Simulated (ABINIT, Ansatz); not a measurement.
# Lattice dynamics of Nb (Im-3m) in two programs, part 4 of 4

Aim: the phonon dispersion of Nb (Im-3m), checked by a second program.

ABINIT 10.8.3; DFT LDA, scalar-relativistic, plane waves, PseudoDojo norm-conserving pseudopotentials.

So far, highest frequency (cm⁻¹): step 8 (interpolated phonon bands) 227.

## 10. The same in Ansatz

A second program on the same cell, potentials, cutoff and meshes tests the implementation of the phonon response, not its convergence.

This step: DFT LDA, scalar-relativistic, plane waves, PseudoDojo norm-conserving pseudopotentials (Ansatz 0.2.0).

input.yaml reads:

```yaml
crystal:
  lattice:
    - [-1.624635715, 1.624635715, 1.624635715]
    - [1.624635715, -1.624635715, 1.624635715]
    - [1.624635715, 1.624635715, -1.624635715]
  atoms:
    - { symbol: Nb, position: [0.0, 0.0, 0.0] }
kpoints:
  mp_grid: { grid: [16, 16, 16] }
hamiltonian:
  xc: lda
  pseudopotentials: { kind: nc, accuracy: standard }
scf:
  occupations: { method: gaussian, width: 0.27211 }
output:
  eigenvalues: true
basis:
  ecutwfc: 1006.821
phonons:
  method: dfpt
  qmesh: [4, 4, 4]
  temperatures: { t_max: 1000, t_step: 50 }
  qpath:
    path:
      - [[0.0, 0.0, 0.0], [0.5, -0.5, 0.5], [0.0, 0.0, 0.5], [0.0, 0.0, 0.0], [0.25, 0.25, 0.25], [0.5, -0.5, 0.5]]
      - [[0.25, 0.25, 0.25], [0.0, 0.0, 0.5]]
    npoints: 10
```

Command:

```console
ansatz run input.yaml --threads 4 --pin off --max-ram 16384MiB --backend cpu --events-out ev --progress --plain --runs-dir out
```

Log:

```text
Warning: basis.ecutwfc = 1006.821 eV is below the records' recommended 1115.666836 eV, and the density's cutoff is lower with it unless basis.ecutrho_ratio is high enough to keep the records' density cutoff: compare with a run at a higher cutoff
Engine: ansatz 0.2.0, aarch64-unknown-linux-gnu
Pseudopotentials: kind: nc
Pseudopotential: Nb, nc, valence charge 13, recommended cutoff 1115.666836 eV (normal), Nb.nc.azcp (PseudoDojo's, or run here from an input of PseudoDojo's; its table is named by hamiltonian.pseudopotentials.accuracy)
Functional definition: SPW92
  exchange = slater_x
  correlation = pw_c
Crystal: 1 atoms, lattice volume = 17.153 Å³
Basis set: ecut = 1006.821 eV, 1253 PW (Γ), exchange–correlation on 60×60×60 points (8 copies of the dense FFT grid, shifted against one another)
Bands: 11, of which v1, the nominal top of the filled ones, is band 7 counted from 1 (6 counted from 0)
Symmetry: 48 space group operations
k-points: 145 of 4096
Non-local potential: Nb, projectors of the file, l = 0: 2, l = 1: 2, l = 2: 2
Initial density: superposition of atomic densities (chi_scale 0.1, normalization cell)
Initial wavefunctions: pseudopotential atomic-orbital guess
Functional: x = slater, c = lda
SCF iter   1: F=—  HF=-1696.996059 eV  |F-HF|=—  |Δ(HF+E_count)|=         —  Δρ=7.67e-2  dr2=1.07e0  ethr=3.10e-3  ⟨swp⟩=6.0  Hψ=11508  notcnv=0
preconditioner: auto → none  [metal: Δε(μ)=0.015 eV  Ē_g=8.265 eV  σ=0.272 eV  W_gap=0.03  n_scr=0 (ndim 8)  ℏωp=20.0 eV  f_vac=0.000  D(μ)=1.31/eV (n_scr^D=12)]
SCF iter   2: F=—  HF=-1696.567111 eV  |F-HF|=—  |Δ(HF+E_count)|=   4.29e-1  Δρ=2.30e-2  dr2=4.06e-2  ethr=3.10e-3  ⟨swp⟩=3.0  Hψ=4207  notcnv=0  defer=19
SCF iter   3: F=—  HF=-1696.555922 eV  |F-HF|=—  |Δ(HF+E_count)|=   1.12e-2  Δρ=7.75e-3  dr2=3.32e-3  ethr=3.12e-4  ⟨swp⟩=1.9  Hψ=1825  notcnv=0  defer=19
SCF iter   4: F=—  HF=-1696.555155 eV  |F-HF|=—  |Δ(HF+E_count)|=   7.67e-4  Δρ=3.20e-4  dr2=4.89e-6  ethr=2.56e-5  ⟨swp⟩=1.2  Hψ=1676  notcnv=0  defer=19
SCF iter   5: F=—  HF=-1696.555168 eV  |F-HF|=—  |Δ(HF+E_count)|=   1.24e-5  Δρ=8.24e-5  dr2=2.09e-7  ethr=3.76e-8  ⟨swp⟩=3.2  Hψ=3134  notcnv=0  defer=19
SCF iter   6: F=—  HF=-1696.555165 eV  |F-HF|=—  |Δ(HF+E_count)|=   2.15e-6  Δρ=4.09e-6  dr2=1.83e-9  ethr=1.61e-9  ⟨swp⟩=2.6  Hψ=2364  notcnv=0  defer=19
SCF iter   7: F=—  HF=-1696.555165 eV  |F-HF|=—  |Δ(HF+E_count)|=  2.71e-10  Δρ=9.00e-7  dr2=3.30e-11  ethr=1.41e-11  ⟨swp⟩=2.4  Hψ=2549  notcnv=0  defer=19
SCF iter   8: F=-1696.555165 eV  HF=-1696.555165 eV  |F-HF|=9.09e-13  |Δ(HF+E_count)|=  4.77e-12  Δρ=1.96e-7  dr2=1.72e-12  ethr=1.00e-12  ⟨swp⟩=9.3  Hψ=10278  notcnv=0
SCF 1 converged in 8 iterations: F = -1696.555165 eV  dr2 = 1.72e-12
NSCF: frozen V_eff on 145 k-points
NSCF: frozen V_eff on 349 k-points
DFPT response loops at q = (0, 0, 0) (fractional): preconditioner auto → Kerker (q_TF=auto, 2.605 Å⁻¹) (partly filled bands, converged f_vac=0.000); β = 1.00, the filter's whole step (`scf.mixing.beta` (0.50) is not read by the response loops under this deck's `scf.mixing.preconditioner`; to damp them name `kerker` or `kerker_dos`, under which they read `scf.mixing.beta`, and type it under 1.00, their step now; both keys bind the ground state too); Broyden in place of MSR1
NSCF: frozen V_eff on 4352 k-points
DFPT response loops at q = (0, 0, 0.25) (fractional): mixed as the last ones told, above
NSCF: frozen V_eff on 2196 k-points
DFPT response loops at q = (0, 0, -0.5) (fractional): mixed as the last ones told, above
NSCF: frozen V_eff on 8192 k-points
DFPT response loops at q = (0, 0.25, 0.25) (fractional): mixed as the last ones told, above
NSCF: frozen V_eff on 1178 k-points
DFPT response loops at q = (0.25, 0.25, 0.25) (fractional): mixed as the last ones told, above
NSCF: frozen V_eff on 2320 k-points
DFPT response loops at q = (0.25, 0.25, -0.25) (fractional): mixed as the last ones told, above
NSCF: frozen V_eff on 4352 k-points
DFPT response loops at q = (0.25, -0.5, -0.5) (fractional): mixed as the last ones told, above
NSCF: frozen V_eff on 698 k-points
DFPT response loops at q = (-0.5, -0.5, -0.5) (fractional): mixed as the last ones told, above
SCF converged after 8 iterations
Free energy (F): -1696.555165 eV
Harris-Foulkes:  -1696.555165 eV  (|F-HF|=9.09e-13)
Internal energy: -1696.504772 eV  (E = F + TS)
E sigma→0 (E₀):  -1696.529969 eV
Entropy (-TS):   -0.050393 eV (-50.393 meV/atom)
Fermi energy:    18.767171 eV
--- Per-component energies (eV) ---
  E_band       = -53.833754
  E_kinetic    = 496.135898
  E_local      = -882.742142  (includes V_loc(G=0)·N_el)
  E_nonlocal   = 213.186716
  E_hartree    = 194.962821
  E_xc         = -355.247100
  E_vxc        = -270.339894  (∫ρ·V_xc dr)
  E_ewald      = -1362.800965
  E_smearing   = -0.050393  (= −TS)
  E_closure    = -0.000000  (closes the sum)
  Σ components = -1696.555165   (vs F -1696.555165, Δ=0.00e0)
--- Band table (eV; the first three rows and the last of 145) ---
  k-point 0: bands = [... 3 lower, -10.6521, 12.7458, 19.0769, 19.0769, 19.0769, 22.1421, 22.1421, 33.2194]
  k-point 1: bands = [... 3 lower, -10.6527, 12.9173, 18.9697, 19.0524, 19.2428, 21.9743, 22.1420, 33.3642]
  k-point 2: bands = [... 3 lower, -10.6545, 13.3992, 18.6803, 18.9432, 19.7325, 21.6527, 22.1527, 33.7040]
  k-point 144: bands = [... 3 lower, -11.7355, 14.7183, 14.7183, 24.7201, 24.7201, 24.7201, 28.2645, 28.2645]
--- Phonons (Γ-DFPT): 1 representative perturbation + reference (Σ response iterations 3) ---
  ASR residual: 1.817e-4 → 0.000e0 eV/Å²; symmetrization residual: 8.132e-20 eV/Å²
  ASR residual per site (eV/Å²): 1.82e-4
  Γ frequencies (cm⁻¹): 0.00 0.00 0.00
--- Phonons (arbitrary-q DFPT): 8 irreducible q on the 4×4×4 mesh ---
  q = [0.0000, 0.0000, 0.0000] (star 1, of the zone-centre solve; hermiticity 5.21e-25, symmetrization 7.46e-16): -0.00 -0.00 -0.00
  q = [0.0000, 0.0000, 0.2500] (star 12, 2 solved perturbations in 3336 linear systems a pass and spin channel, the states on 2176 of 4096 k-point pairs; hermiticity 1.62e-13, symmetrization 1.23e-13, the responses' own estimated error 2.6e-4 eV/Å²): 71.90 103.13 147.81
  q = [0.0000, 0.0000, -0.5000] (star 6, 2 solved perturbations in 1719 linear systems a pass and spin channel, the states on 1098 of 4096 k-point pairs; hermiticity 2.81e-14, symmetrization 8.28e-14, the responses' own estimated error 3.0e-4 eV/Å²): 147.80 170.16 196.65
  q = [0.0000, 0.2500, 0.2500] (star 24, 2 solved perturbations in 6272 linear systems a pass and spin channel, the states on 4096 of 4096 k-point pairs; hermiticity 6.95e-7, symmetrization 4.44e-14, the responses' own estimated error 2.8e-4 eV/Å²): 133.45 135.79 209.99
  q = [0.2500, 0.2500, 0.2500] (star 2, 1 solved perturbation on 589 of 4096 k-point pairs; hermiticity 2.17e-13, symmetrization 2.58e-13, the responses' own estimated error 3.0e-4 eV/Å²): 177.82 177.82 177.82
  q = [0.2500, 0.2500, -0.2500] (star 6, 2 solved perturbations in 1808 linear systems a pass and spin channel, the states on 1160 of 4096 k-point pairs; hermiticity 6.76e-14, symmetrization 4.37e-14, the responses' own estimated error 2.9e-4 eV/Å²): 110.56 110.56 209.59
  q = [0.2500, -0.5000, -0.5000] (star 12, 2 solved perturbations in 3336 linear systems a pass and spin channel, the states on 2176 of 4096 k-point pairs; hermiticity 1.06e-13, symmetrization 8.23e-14, the responses' own estimated error 3.0e-4 eV/Å²): 142.90 194.92 206.97
  q = [-0.5000, -0.5000, -0.5000] (star 1, 1 solved perturbation on 349 of 4096 k-point pairs; hermiticity 2.14e-14, symmetrization 3.66e-13, the responses' own estimated error 2.6e-4 eV/Å²): 227.27 227.27 227.27
  sum rule: each row above includes the acoustic sum rule's correction from the zone centre's row sums; it moved no ω² by more than (0.73 cm⁻¹)²
  mesh force constants: q→R imaginary residual 0.00e0; ASR residual 1.817e-4 → 0.000e0 eV/Å²; symmetrization residual 8.882e-15 eV/Å²
  interpolated dispersion: 62 rows × 3 modes
  density of states and harmonic sums: on the 28×28×28 q-mesh, interpolated from the force constants of a 4×4×4 supercell (no non-analytic term)
  largest difference from the sums on the solved wave vectors: F 8.72e-3 eV, S 9.45e-6 and C_V 1.97e-6 eV/K
  zero-point energy: 0.028288 eV/cell   skipped modes (ω ≤ 0): 40, of them read as no rigid motion or as one in doubt: 37 (3.827e-2 modes/cell left out, lowest -36.26 cm⁻¹)   left out of the sums: 1.28e-2 of the cell's modes: C_V's classical limit lies that fraction below 3 k_B per atom; for a crystal, a wire or a layer, F and S can be off by more, and a phonons.interpolated_qmesh denser along its periods is the remedy for the sampling
```

Wall time 1.9 min (4 threads of Arm Neoverse V2, shared host); peak memory 4.9 GiB; 7.4 min of CPU time.

This step gave:

```yaml
sum_rule_residual_before_enforcement: 1.82e-4 eV/Å²
lowest_frequency_on_the_path: -35.78 cm⁻¹
share_of_modes_beyond_3i_cm_minus1_on_the_dense_interpolated_mesh: 0.0138
lowest_mode_on_the_q_mesh_acoustic_ones_at_the_zone_centre_apart: 71.9 cm⁻¹
```

## 11. The two compared: ABINIT PseudoDojo and Ansatz, PseudoDojo

Numbers from this step:

* root-mean-square difference: 0.02 cm⁻¹
* largest difference: 0.04 cm⁻¹
* root-mean-square difference on the path: 0 cm⁻¹
* largest difference on the path: 0.1 cm⁻¹

The interpolated bands of the two lie on top of each other.

At the solved wavevectors the largest difference (acoustic modes at Γ apart) is 0.02 % of the highest mode.

## 12. What came out

```json
{
 "space group after relaxation": "Im-3m",
 "volume per atom": "17.2 Å³",
 "q mesh": "4×4×4",
 "lowest mode on the q mesh (acoustic ones at the zone centre apart)": "71.9 cm⁻¹",
 "imaginary modes on the q mesh": "none",
 "largest difference from Ansatz, PseudoDojo": "0.04 cm⁻¹"
}
```

In words: Nb (Im-3m) is dynamically stable on the 4×4×4 mesh; its spectrum reaches 227 cm⁻¹. The base run prints -0.61 GPa, mostly the error of a finite basis; the relaxation, with a smoothed and higher cutoff, had brought the cell to rest. The imaginary part of the path lies between the solved wavevectors, so it may come from the interpolation. ABINIT PseudoDojo and Ansatz, PseudoDojo agree to 0.04 cm⁻¹ (0.02 % of the highest mode compared) on all solved modes but the acoustic ones at Γ. These are harmonic frequencies at zero temperature: anharmonic shifts and linewidths and thermal expansion are left out. In a metal the frequencies hang on the k mesh and the smearing, most of all near Kohn anomalies. Ansatz warns that the cutoff lies 10 % under the one recommended for these files; agreement at one cutoff is not convergence.

[Host names and launcher messages were left out of these logs when they were recorded.]

[Logs are printed without paths, hosts, clocks, repeated set-up lines and the standing remarks that a program may print on its own settings, such as how far it seeks lower states.]

[Hosts, paths, dates, database ids (printed as entryN), source tags and the programs' standing remarks are cut or masked in the printed files.]
